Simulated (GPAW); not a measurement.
# Work function of Zr2COS MXene monolayer at several levels, part 3 of 3

Wanted: work functions and dipole of Zr2COS MXene monolayer, with the cost of each level.

GPAW 26.7.0; GPAW, PAW setups; layer in a repeated cell with vacuum, relaxation of atoms and in-plane cell (the session's first sound run).

So far, upper work function (eV): step 3 (the slab's potential, PBE, GPAW) 4.62; step 6 (revPBE) 4.46; step 7 (GPAW, PAW setups) 4.98; step 8 (RPBE) 4.45; step 9 (mode fd, grid spacing 0.18 Å, PBE, GPAW) 4.62.

## Step 10: Atomic orbitals: mode = "lcao" (continued)

Level of this step: GPAW, PAW setups; slab in vacuum (GPAW).

The electrostatic potential energy of an electron (without an applied field's), less the Fermi level, planar mean oscillates, so the rows of the table below give means over windows of 0.5 Å about each position, cut where the curve ends. Its maxima inside the range that stand out by 2 % of the span (Å: eV): 3.66: 6.14, 8.69: -4.83, 10.52: -5.43, 11.44: -4.77. Its minima: 8.05: -15.6, 9.61: -20.3, 10.98: -9.16, 12.35: -21.1.

Electrostatic potential energy of an electron (without an applied field's), less the Fermi level, planar mean against z; means over each step:

z (Å), electrostatic potential energy of an electron (without an applied field's), less the Fermi level, planar mean (eV) and a bar from the least value:
```
      0.0        6.0 ##############################
      0.5        6.1 ##############################
      1.0        6.1 ##############################
      1.5        6.1 ##############################
      2.0        6.1 ##############################
      2.5        6.1 ##############################
      3.0        6.1 ##############################
      3.5        6.1 ##############################
      4.0        6.1 ##############################
      4.5        6.1 ##############################
      5.0        6.1 ##############################
      5.5        6.1 ##############################
      6.0        6.1 ##############################
      6.5        5.8 ##############################
      7.0        4.1 ############################
      7.5       -3.1 ###################
      8.0      -13.8 #######
      8.5       -7.0 ###############
      9.0       -8.7 #############
      9.5      -18.5 #
     10.0      -13.4 #######
     10.5       -6.2 ###############
     11.0       -8.0 #############
     11.5       -5.8 ################
     12.0      -14.8 #####
     12.5      -19.3 
     13.0      -13.6 #######
     13.5       -5.3 #################
     14.0        2.8 ##########################
     14.5        4.5 ############################
     15.0        4.8 ############################
     15.5        4.8 ############################
     16.0        4.8 ############################
     16.5        4.8 ############################
     17.0        4.8 ############################
     17.5        4.8 ############################
     18.0        4.8 ############################
     18.5        4.8 ############################
     19.0        4.8 ############################
     19.5        4.8 ############################
     20.0        4.8 ############################
     20.5        4.8 ############################
     21.0        4.8 ############################
```

The upper face's work function is 4.848 eV, against 4.616 eV in the first plane-wave PBE run at this geometry.

## Step 11: The ladder

Times are for 1 thread of AMD EPYC 7B13 (Zen 3), shared host. The runs compared:

| no. | run | upper work function (eV) | lower work function (eV) | time | memory (GiB) |
| --- | --- | --- | --- | --- | --- |
| 1 | pw | 4.616 | 6.147 | 55 s | 0.27 |
| 2 | LDA | 5.017 | 6.376 | 52 s | 0.27 |
| 3 | optPBE vdW | 4.819 | 6.346 | 67 s | 0.46 |
| 4 | revPBE | 4.463 | 6.056 | 55 s | 0.27 |
| 5 | vdW DF2 | 4.980 | 6.461 | 69 s | 0.46 |
| 6 | RPBE | 4.450 | 6.057 | 55 s | 0.28 |
| 7 | fd | 4.622 | 6.141 | 2.5 min | 0.62 |
| 8 | lcao | 4.848 | 6.144 | 6.3 min | 0.32 |

## Step 12: Side by side

Results and costs are gathered.

This step: comparison of work functions, dipole and cost (GPAW 26.7.0).

Ladder, by row:

| step | code | work function, upper (eV) | work function, lower (eV) | dipole (e Å) | wall time (s) | peak memory (GiB) | threads |
| --- | --- | --- | --- | --- | --- | --- | --- |
| pw | GPAW | 4.616 | 6.147 | 0.08239 | 54.63 | 0.27 | 1 |
| LDA | GPAW | 5.017 | 6.376 | 0.07306 | 52.22 | 0.27 | 1 |
| optPBE-vdW | GPAW | 4.819 | 6.346 | 0.08217 | 67.34 | 0.46 | 1 |
| revPBE | GPAW | 4.463 | 6.056 | 0.08578 | 54.7 | 0.27 | 1 |
| vdW-DF2 | GPAW | 4.98 | 6.461 | 0.07976 | 69.01 | 0.46 | 1 |
| RPBE | GPAW | 4.45 | 6.057 | 0.08658 | 55.27 | 0.28 | 1 |
| fd | GPAW | 4.622 | 6.141 | 0.08244 | 150.6 | 0.62 | 1 |
| lcao | GPAW | 4.848 | 6.144 | 0.07032 | 380.8 | 0.32 | 1 |

## Step 13: A changed run

One more run, with changed settings.

This step: GPAW, PAW setups; slab in vacuum (GPAW 26.7.0).

File run.py:

```python
import json
import numpy as np
from ase import Atoms
from gpaw import GPAW, PW

slab = Atoms(
    ['S', 'Zr', 'C', 'Zr', 'O'],
    positions=[
        [-0.00000, 1.94408, 8.00000],
        [1.68362, 0.97204, 9.60718],
        [0.00000, -0.00000, 10.94108],
        [-0.00000, 1.94408, 12.34862],
        [1.68362, 0.97204, 13.22921]],
    cell=[[3.36724, 0.0, 0.0], [-1.68362, 2.91612, 0.0], [0.0, 0.0, 21.2292]],
    pbc=[True, True, False])

slab.calc = GPAW(mode=PW(500), xc='PBE', kpts={'size': (12, 12, 1), 'gamma': True},
                 occupations={'name': 'fermi-dirac', 'width': 2.0}, nbands='160%',
                 convergence={'density': 1e-05}, maxiter=50,
                 poissonsolver={'dipolelayer': 'xy'},
                 symmetry={'tolerance': 1e-3}, txt='slab.txt')
result = {}
energy = slab.get_potential_energy()
fermi = slab.calc.get_fermi_level()
v = slab.calc.get_electrostatic_potential().mean((0, 1)) - fermi
n = slab.calc.get_pseudo_density().mean((0, 1))
L = slab.cell[2, 2]
z = np.arange(len(v)) * L / len(v)
low, high = slab.positions[:, 2].min(), slab.positions[:, 2].max()
below, above = np.interp([low - 5.8, high + 5.8], z, v)
slopes = [np.interp(x, z, np.gradient(v, z)) for x in (low - 5.8, high + 5.8)]
eps = np.array([[slab.calc.get_eigenvalues(k, s) for k in range(len(slab.calc.get_ibz_k_points()))]
                for s in range(slab.calc.get_number_of_spins())]) - fermi
top, bottom = eps[eps < 0].max(), eps[eps > 0].min()
dipole = slab.get_dipole_moment()[2]
print(f'energy {energy:.4f} eV, Fermi level {fermi:.4f} eV, dipole {dipole:.5f} e A')
print(f'potential 5.8 A off the faces, from the Fermi level: lower {below:.4f} eV, upper {above:.4f} eV')
print(f'slope of the potential there: lower {slopes[0]:.5f}, upper {slopes[1]:.5f} eV/A')
print(f'nearest levels on the mesh: {top:.4f} and {bottom:.4f} eV')
print('magnetic moment', round(slab.get_magnetic_moment(), 3))
result.update(energy=energy, fermi=fermi, dipole=dipole, below=below, above=above, slopes=slopes, edges=[top, bottom],
              z=z.tolist(), v=v.tolist(), n=n.tolist(), positions=slab.positions.tolist(),
              forces=slab.get_forces(apply_constraint=False).tolist(), moments=slab.get_magnetic_moments().tolist())
json.dump(result, open('result.json', 'w'))
```

Launch:

```sh
$ OMP_NUM_THREADS=1 OPENBLAS_NUM_THREADS=1 python run.py
```

What it wrote:

```text
energy -40.1255 eV, Fermi level -1.2639 eV, dipole -0.00483 e A
potential 5.8 A off the faces, from the Fermi level: lower 7.2033 eV, upper 7.2728 eV
slope of the potential there: lower -0.08538, upper 0.09383 eV/A
nearest levels on the mesh: -0.0080 and 0.1863 eV
magnetic moment 0.0
```

Wall time 1.9 min (1 thread of AMD EPYC 7B13 (Zen 3), shared host); peak memory 0.27 GiB.

The run finished. A setting was moved off its sound value on purpose, so it serves as a test and not as the result.

The fault put into the input: a smearing of electronvolts (width = 2.0).

The two runs compared:

| quantity | this run | sound run | difference |
| --- | --- | --- | --- |
| dipole along the normal (e·Å) | -0.0048276 | 0.082395 | -0.0872 |

The two runs differ clearly in the dipole along the normal: -0.00483 e·Å against 0.0824 e·Å.

## Step 14: What came out

- work function, upper and lower face: 4.616 and 6.147 eV
- dipole along the normal: 0.0824 e Å

With plane waves and PBE the work function is 4.62 eV on the upper face and 6.15 eV on the lower. The two faces differ by 1.5 eV, the step that the slab's dipole makes (e p/(ε0 A) gives 1.5 eV), so the dipole layer is needed. Over the sound runs of the table the upper face's work function spans 4.450 (RPBE) to 5.017 eV (LDA). Atomic orbitals miss the plane-wave value by 0.23 eV, since they describe the tail of the density in the vacuum poorly. The relaxation of atoms and cell ran in a fully periodic cell without the dipole layer, so the atoms of this polar layer felt a small spurious field. The layer's cell and atoms come from the relaxation; spin-orbit coupling and temperature are left out.

[Logs are printed without paths, hosts, clocks, repeated set-up lines and the standing remarks that a program may print on its own settings, such as how far it seeks lower states.]

[Hosts, paths, dates, database ids (printed as entryN), source tags and the programs' standing remarks are cut or masked in the printed files.]
